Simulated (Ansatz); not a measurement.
# CaI2 monolayer (1T): from the cell to its phonons, part 3 of 3

Aim: the vibrations of CaI2 monolayer (1T), their spectra, and whether the structure is stable.

Ansatz 0.2.0; DFT LDA, scalar-relativistic, plane waves, PAW; PAW set soft_1.

So far. Step 3 (Relaxing to small forces for the phonons): The largest force component left is 0.26 meV/Å, within the tolerances set. Step 4 (Modes at Γ): Before it was imposed, the acoustic sum rule was missed by 8.3e-5 eV/Å² and the charge sum rule by 0.0021 e. Small misses are needed for a sound result but don't prove that mesh and cutoff are converged. The lowest optical mode is real, 71.5 cm⁻¹.

## (5) Response at finite wavevector

Stability and thermal properties need the whole zone. Linear response on a 3×3×1 q mesh gives force constants as far as a supercell of that size would, and the tensors from the zone-centre run are typed in so that the long-range dipole term is interpolated apart.

The input, input.yaml:

```yaml
crystal:
  lattice:
    - [4.3461027275, 0.0, 0.0]
    - [-2.1730513637, 3.7638353694, 0.0]
    - [0.0, 0.0, 30.4]
  atoms:
    - { symbol: Ca, position: [0.0, 0.0, 0.3289473684] }
    - { symbol: I, position: [0.3333333333, 0.6666666667, 0.3866063898] }
    - { symbol: I, position: [0.6666666667, 0.3333333333, 0.2712883471] }
  periodic: [true, true, false]
kpoints:
  mp_grid: { grid: [6, 6, 1] }
hamiltonian:
  xc: lda
  pseudopotentials: { kind: paw, azcp: { folder: soft_1 }, xc_functional: pbe }
scf:
  occupations: { method: fixed }
output:
  eigenvalues: true
phonons:
  method: dfpt
  qmesh: [3, 3, 1]
  temperatures: { t_max: 1000, t_step: 50 }
  qpath:
    path:
      - [0.0, 0.0, 0.0]
      - [0.5, 0.0, 0.0]
      - [0.33333333, 0.33333333, 0.0]
      - [0.0, 0.0, 0.0]
    npoints: 10
  isolated: true
  non_analytic_term:
    high_frequency_dielectric_tensor: [[1.707, 0.0, 0.0], [0.0, 1.707, 0.0], [0.0, 0.0, 1.1702]]
    born_effective_charges:
      - { species: Ca, tensor: [[2.4215, 0.0, 0.0], [0.0, 2.4215, 0.0], [0.0, 0.0, 0.412]] }
      - { species: I, tensor: [[-1.2108, 0.0, 0.0], [0.0, -1.2108, 0.0], [0.0, 0.0, -0.206]] }
      - { species: I, tensor: [[-1.2108, 0.0, 0.0], [0.0, -1.2108, 0.0], [0.0, 0.0, -0.206]] }
    source: "zone-centre run at this cell"
```

Command:

```sh
> ansatz run input.yaml --threads 4 --pin off --max-ram 16384MiB --backend cpu --events-out ev --progress --plain --runs-dir out
```

Numbers of over 12 decimals in the logs are rounded to 6 here.

The log of the run:

```text
Warning: phonons: the dynamical matrix that this run interpolates holds no multipole term above the dipole-dipole one, and a site of this crystal is no centre of inversion, so its interpolated transverse optical and acoustic branches and sound speeds can stay off near Gamma, and the density of states and the thermodynamics with them. What a run solves at a wave vector of phonons.qpoints, Gamma apart, where the deck admits one, is free of this, and under fd what a larger phonons.supercell samples
[...]
Crystal: 3 atoms, lattice volume = 497.284 Å³
Basis set: ecut = 420 eV, 9779 PW (Γ), exchange–correlation on 60×60×432 points (8 copies of the dense FFT grid, shifted against one another)
Bands: 27, of which v1, the nominal top of the filled ones, is band 22 counted from 1 (21 counted from 0)
Symmetry: 12 space group operations
k-points: 7 of 36 (irreducible under 6 space group operations, time reversal used)
[...]
SCF iter  10: F=-16489.313242 eV  HF=-16489.313242 eV  |F-HF|=2.55e-11  |Δ(HF+E_count)|=  1.56e-10  Δρ=3.17e-8  dr2=3.61e-12  ethr=1.00e-12  ⟨swp⟩=31.9  Hψ=2331  notcnv=0
SCF 1 converged in 10 iterations: F = -16489.313242 eV  dr2 = 3.61e-12
[...]
NSCF: frozen V_eff on 7 k-points
[...]
DFPT response loops at q = (0, 0, 0) (fractional): preconditioner auto → none (the input reference at scf.mixing.eps_inf says where Resta's filter doesn't serve); β = 0.50; Broyden in place of MSR1
[...]
SCF converged after 10 iterations
Free energy (F): -16489.313242 eV
[...]
Internal energy: -16489.313242 eV  (E = F + TS)
E sigma→0 (E₀):  -16489.313242 eV
Fermi energy:    -6.735834 eV
[...]
--- Band table (eV; the first three rows and the last of 7) ---
  k-point 0: bands = [... 18 lower, -7.4791, -7.2935, -6.7358, -6.7358, -2.3260, -2.2468, -2.2468, -1.8807, ... 1 higher]
  k-point 1: bands = [... 18 lower, -7.5094, -7.4664, -7.1039, -6.9392, -2.5674, -1.9364, -1.9243, -1.5073, ... 1 higher]
  k-point 2: bands = [... 18 lower, -8.0435, -7.5616, -7.3105, -7.2949, -3.0154, -1.5353, -1.3870, -1.0010, ... 1 higher]
  k-point 6: bands = [... 18 lower, -8.6318, -8.0229, -7.6459, -7.6459, -1.9167, -1.7326, -1.7326, -0.6895, ... 1 higher]
--- Phonons (Γ-DFPT): 6 representative perturbations + reference (Σ response iterations 27) ---
  ASR residual: 1.430e-4 → 0.000e0 eV/Å²; symmetrization residual: 5.569e-5 eV/Å²
[...]
ASR residual per site (eV/Å²): 1.43e-4 1.08e-4 1.08e-4
  Γ frequencies (cm⁻¹): 0.00 0.00 0.00 71.48 71.48 92.07 166.94 166.94 234.77
--- Phonons (arbitrary-q DFPT): 3 irreducible q on the 3×3×1 mesh ---
  q = [0.0000, 0.0000, 0.0000] (star 1, of the zone-centre solve; hermiticity 1.59e-5, symmetrization 8.50e-11, taken by the last average 1.15e-6): -0.00 -0.00 0.00 71.48 71.48 92.07 166.94 166.94 234.77
  q = [0.0000, 0.3333, 0.0000] (star 6, 9 solved perturbations on 21 of 36 k-point pairs; hermiticity 1.53e-5, symmetrization 2.92e-10, taken by the last average 1.31e-6): 27.16 38.51 59.70 71.12 83.08 89.92 168.53 178.03 219.87
  q = [0.3333, 0.3333, 0.0000] (star 2, 6 solved perturbations in 93 linear systems a pass and spin channel, the states on 21 of 36 k-point pairs; hermiticity 1.19e-5, symmetrization 1.67e-6, taken by the last average 2.36e-6): 36.64 64.06 64.06 76.53 76.53 87.53 165.43 195.69 195.69
  sum rule: each row above includes the acoustic sum rule's correction from the zone centre's row sums; it moved no ω² by more than (0.99 cm⁻¹)²
  mesh force constants: q→R imaginary residual 0.00e0; ASR residual 1.430e-4 → 0.000e0 eV/Å²; symmetrization residual 2.665e-15 eV/Å²
  interpolated dispersion: 31 rows × 9 modes
  density of states and harmonic sums: on the 18×18×1 q-mesh, interpolated from the force constants of a 3×3×1 supercell (with the dipole–dipole term of supplied tensors)
  largest difference from the sums on the solved wave vectors: F 1.10e-1 eV, S 1.37e-4 and C_V 2.63e-5 eV/K
  zero-point energy: 0.057899 eV/cell   skipped modes (ω ≤ 0): 4, of them read as no rigid motion or as one in doubt: 1 (1.852e-2 modes/cell left out, lowest -0.64 cm⁻¹)   left out of the sums: 3.09e-3 of the cell's modes: C_V's classical limit lies that fraction below 3 k_B per atom; for a crystal, a wire or a layer, F and S can be off by more, and a phonons.interpolated_qmesh denser along its periods is the remedy for the sampling
```

Run time: 4.7 min. Hardware: 4 threads of Arm Neoverse N1, shared host; peak memory 1.4 GiB.

This step gave:

* sum-rule residual before enforcement: 1.43e-4 eV/Å²
* lowest frequency on the path: -0.8400 cm⁻¹
* highest frequency on the path or at a solved wavevector: 234.8 cm⁻¹
* lowest mode on the q mesh (acoustic modes at Γ apart): 27.16 cm⁻¹

Frequencies (cm⁻¹) solved at each irreducible wavevector; negative means imaginary. Frequencies by wavevector, by row:

| q in reciprocal lattice units | star | mode 1 | mode 2 | mode 3 | mode 4 | mode 5 | mode 6 | mode 7 | mode 8 | mode 9 |
| --- | --- | --- | --- | --- | --- | --- | --- | --- | --- | --- |
| 0 0 0 | 1 | 0 | 0 | 0 | 71.5 | 71.5 | 92.1 | 166.9 | 166.9 | 234.8 |
| 0 0.3333 0 | 6 | 27.2 | 38.5 | 59.7 | 71.1 | 83.1 | 89.9 | 168.5 | 178 | 219.9 |
| 0.3333 0.3333 0 | 2 | 36.6 | 64.1 | 64.1 | 76.5 | 76.5 | 87.5 | 165.4 | 195.7 | 195.7 |

Interpolated from a 3×3×1 q mesh, with the LO-TO term (at Γ the limit along the path; where Γ stands inside the path, tables give the limit on arrival). Phonon branches along the path, in cm⁻¹:

| point | branch 1 | branch 2 | branch 3 | branch 4 | branch 5 | branch 6 | branch 7 | branch 8 | branch 9 |
| --- | --- | --- | --- | --- | --- | --- | --- | --- | --- |
| Γ | 0 | 0 | 0 | 72 | 72 | 92 | 167 | 167 | 235 |
| halfway | 18 | 31 | 49 | 71 | 82 | 90 | 169 | 194 | 216 |
| M | 38 | 45 | 69 | 71 | 79 | 93 | 163 | 166 | 227 |
| halfway | 36 | 53 | 67 | 74 | 77 | 90 | 164 | 176 | 216 |
| K | 37 | 64 | 64 | 76 | 76 | 88 | 165 | 196 | 196 |
| halfway | 21 | 39 | 52 | 74 | 80 | 89 | 169 | 194 | 210 |
| Γ | 0 | 0 | 0 | 72 | 72 | 92 | 167 | 167 | 235 |

The phonon branches as a text plot (rows in cm⁻¹):

```
    230 |*****            ******                             ****
    220 |     **  ********      ****                       **
    210 |     ****                  **       **************
    200 |   **  **                    *******         ***  *****
    191 | **      **                  ***  ***********
    181 |           **             ***
    171 |**************************               ***************
    161 |                 ************************
    151 |
    142 |
    132 |
    122 |
    112 |
    102 |
     92 |********************************  **********************
     83 |     *********************      **    ************
     73 |********************************************************
     63 |             ******      ****************
     53 |         ****          *****          *******
     43 |       **    **********                  *******
     34 |     **  ********************************    *****
     24 |   ******  **                            ****   ****
     14 | ****  ****                                  **********
      4 |*******                                           ******
         Γ                   M           K                      Γ
```

The phonon density of states has structure finer than the step of the table below, so its rows give means over 10 cm⁻¹, whole bins alone (the curve runs from -1 to 235 cm⁻¹). Peaks (cm⁻¹: height): 35.0: 0.111, 65.0: 0.0900, 71.0: 0.186, 89.0: 0.272, 165.0: 0.173, 169.0: 0.211, 211.0: 0.0762.

Tetrahedra on a 18×18×1 mesh, mean over bins of 2 cm-1. Interpolated from a 3×3×1 q mesh. Phonon density of states against wavenumber; means over each step:

wavenumber (cm⁻¹), phonon density of states (1/cm⁻¹/cell) and a bar:
```
       10      0.019 #####
       20      0.031 ########
       30      0.059 ###############
       40      0.060 ################
       50      0.046 ############
       60      0.052 ##############
       70      0.115 ##############################
       80      0.113 ##############################
       90      0.100 ##########################
      100      0.000 
      110      0.000 
      120      0.000 
      130      0.000 
      140      0.000 
      150      0.000 
      160      0.025 #######
      170      0.095 #########################
      180      0.031 ########
      190      0.025 #######
      200      0.021 #####
      210      0.049 #############
      220      0.046 ############
      230      0.008 ##
```

The partial phonon density of states has structure finer than the step of the table below, so its rows give means over 10 cm⁻¹, whole bins alone (the curve runs from -12.8 to 252 cm⁻¹). Peaks (cm⁻¹: height): Ca 35.5: 0.0141, 168.6: 0.115, 213.5: 0.0535; I 35.5: 0.0834, 72.1: 0.165, 90.4: 0.156.

Phonopy on the run's constants, 15x15x1 mesh, Gaussian sigma 2.0 cm-1. Interpolated from a 3×3×1 q mesh. The partial phonon density of states by wavenumber; means over each step; values in 1/cm⁻¹/cell:

| wavenumber (cm⁻¹) | Ca | I |
| --- | --- | --- |
| 0 | 0.00116 | 0.00749 |
| 10 | 0.00225 | 0.0147 |
| 20 | 0.00397 | 0.0258 |
| 30 | 0.00822 | 0.0507 |
| 40 | 0.00839 | 0.0539 |
| 50 | 0.00509 | 0.0394 |
| 60 | 0.00419 | 0.0437 |
| 70 | 0.00233 | 0.115 |
| 80 | 4.6e-4 | 0.112 |
| 90 | 1.3e-4 | 0.0962 |
| 100 | 3.0e-6 | 0.00363 |
| 110 | 0 | 0 |
| 120 | 0 | 0 |
| 130 | 0 | 0 |
| 140 | 0 | 0 |
| 150 | 1.4e-6 | 0 |
| 160 | 0.0279 | 0.00515 |
| 170 | 0.0796 | 0.0127 |
| 180 | 0.0301 | 0.00436 |
| 190 | 0.0290 | 0.00405 |
| 200 | 0.0121 | 0.00148 |
| 210 | 0.0381 | 0.00403 |
| 220 | 0.0319 | 0.00304 |
| 230 | 0.0149 | 0.00142 |
| 240 | 3.4e-4 | 5.1e-5 |

Symmetry leaves 3 wavevectors to solve. The lowest mode among them, the acoustic zeros apart, lies at q = (0, 0.333, 0) and is real, 27.2 cm⁻¹.

## (6) Another isotope

An isotope changes the mass and not the force constants, so no new electronic calculation is needed; the shifts show which modes move this element.

The same force constants with the mass of Ca changed from 40.078 to 47.953 u (phonopy, no LO-TO term). Both lists are sorted by frequency; levels can cross, so a row need not hold one and the same mode. Modes under 3 cm⁻¹ are left out. Isotope shifts, by row:

| q | rank | natural mass (cm⁻¹) | changed mass (cm⁻¹) |
| --- | --- | --- | --- |
| 0 0 0 | 4 | 71.48 | 71.48 |
| 0 0 0 | 5 | 71.48 | 71.48 |
| 0 0 0 | 6 | 92.07 | 92.07 |
| 0 0 0 | 7 | 166.9 | 154.7 |
| 0 0 0 | 8 | 166.9 | 154.7 |
| 0 0 0 | 9 | 234.8 | 217.5 |
| 0 0.3333 0 | 1 | 27.15 | 26.78 |
| 0 0.3333 0 | 2 | 38.51 | 38.04 |
| 0 0.3333 0 | 3 | 59.7 | 59.21 |
| 0 0.3333 0 | 4 | 71.12 | 71.11 |
| 0 0.3333 0 | 5 | 83.08 | 83.07 |
| 0 0.3333 0 | 6 | 89.92 | 89.92 |
| 0 0.3333 0 | 7 | 168.5 | 156 |
| 0 0.3333 0 | 8 | 178 | 165 |
| 0 0.3333 0 | 9 | 219.9 | 202.7 |
| 0.3333 0.3333 0 | 1 | 36.64 | 36.08 |
| 0.3333 0.3333 0 | 2 | 64.06 | 63.49 |
| 0.3333 0.3333 0 | 3 | 64.06 | 63.49 |
| 0.3333 0.3333 0 | 4 | 76.53 | 76.53 |
| 0.3333 0.3333 0 | 5 | 76.53 | 76.53 |
| 0.3333 0.3333 0 | 6 | 87.53 | 87.53 |
| 0.3333 0.3333 0 | 7 | 165.4 | 153.6 |
| 0.3333 0.3333 0 | 8 | 195.7 | 180.5 |
| 0.3333 0.3333 0 | 9 | 195.7 | 180.5 |

A mode of this element alone would shift by -8.58 %. The highest zone-centre frequency without the field goes from 234.8 to 217.5 cm⁻¹ (-7.4 %). The product of the frequency ratios over all optical modes at Γ is 0.795; the product rule, (m/m′)^(3k/2) (M′/M)^(3/2) with k = 1 such atoms and M the mass of the cell, gives 0.795.

## (7) Outcome

```
space group after relaxation (within 0.01 Å)            : P-3m1
area per atom                                           : 5.45 Å²
gap on the k-mesh                                       : 3.54 eV
highest optical mode at the zone centre (no LO-TO term) : 235 cm⁻¹
lowest optical zone-centre mode                         : 71.5 cm⁻¹
largest Born charge (third of the trace)                : 1.75 e
lowest mode on the q mesh (acoustic modes at Γ apart)   : 27.2 cm⁻¹
highest frequency on the path or at a solved wavevector : 235 cm⁻¹
imaginary modes on the 3×3×1 q mesh                     : none
```

**Reading.** The structure is a minimum as far as tested: no mode is imaginary at the 3 irreducible wavevectors of the 3×3×1 mesh, and the softest away from the acoustic zeros lies at 27 cm⁻¹. Without the field, the optical modes at Γ span 71 to 235 cm⁻¹. The highest mode in this list at Γ, 234.8 cm⁻¹, is mostly motion of Ca (86 % of the kinetic energy). The strongest infrared line is at 167 cm⁻¹. Averaged over orientations, the strongest Raman line at 532 nm and 300 K is at 72 cm⁻¹. In a sheet or slab the interpolated bending branch near Γ is rough, since the rotational sum rule isn't imposed. Dielectric tensors refer to the cell with its vacuum. Spin-orbit coupling is left out, which can matter for the heavy elements here. The PAW files were made for PBE and serve the other functionals too. The starting cell was built on a prototype and not taken from a measurement. These are harmonic frequencies at zero temperature: anharmonic shifts, linewidths and thermal expansion are left out.

[Logs are printed without paths, hosts, clocks, repeated set-up lines and the standing remarks that a program may print on its own settings, such as how far it seeks lower states.]

[Hosts, paths, dates, database ids (printed as entryN), source tags and the programs' standing remarks are cut or masked in the printed files.]
